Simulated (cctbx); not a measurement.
## Lattice, Laue class and space group of a new crystal

Cell: a = 9.3890 Å, b = 9.3890 Å, c = 9.3890 Å, α = 90.00°, β = 90.00°, γ = 90.00°. Expected content of the cell: Sb4 Sn4 Zn4 Cr4 S24.

Simulated single-crystal data (cctbx): Mo Kα, λ = 0.71073 Å, to d = 0.65 Å, 70 % of the full sphere, strongest reflection 40000 counts, noise from counting, a 4 % proportional error and a noise floor of 15 counts (s.d.); no absorption.

A first pass over the reflections prints:

```text
8761 reflections to d = 0.651 A
centring   violations  <I/sigma> of those
    A          0 of  4369     -0.0
    B          0 of  4342     -0.0
    C          0 of  4411     -0.0
    I       1096 of  4300      2.9
    R       1263 of  5849      3.4
    F          0 of  6561     -0.0
Laue class    unique    Rint  (classes that these axes allow; Friedel mates merged)
F m m m           459   0.036
F m -3            159   0.037
F m -3 m          111   0.038
space group    extra absences  I>4sigma  <I/sigma>
F 4 3 2                 0          0         -  acentric
F -4 3 m                0          0         -  acentric
F m -3 m                0          0         -  centric
Wilson B = 0.49 A^2   <|E^2-1|> = 0.845 (0.968 centric, 0.736 acentric)   E^2>4: 0.0 %
shell (A)         n   <I/sigma>
 5.42 - 1.30     22     54.4
 1.30 - 1.03     13     60.4
 1.03 - 0.90     17     58.5
 0.90 - 0.82     10     43.5
 0.82 - 0.76     14     56.3
 0.76 - 0.72     12     41.8
 0.72 - 0.68     10     46.3
 0.68 - 0.65     13     59.1
```

**Question.** What are the lattice type, the Laue class and the likely space group?

The reflections that A, B, C and F centring forbids are absent (⟨I/σ⟩ near 0), so the lattice is F. F holds A, B and C together.

Rint stays low (0.036 to 0.038) up to F m -3 m, the highest class in these axes.

3 settings pass the absence test. No glide or screw absences show, which leaves F 4 3 2, F -4 3 m and F m -3 m.

⟨|E²−1|⟩ = 0.845 lies between the two ideal values. The Wilson B of 0.49 Å² means U ≈ 0.0062 Å².

The true group is F-43m (no. 216), Laue class m-3m, non-centrosymmetric. The tables only narrow the choice to the tied entries; cell content, site symmetry and trial solutions must settle it.

This is a model crystal, built by substitution and not relaxed, with assumed displacement parameters.

[Logs are printed without paths, hosts, clocks, repeated set-up lines and the standing remarks that a program may print on its own settings, such as how far it seeks lower states.]
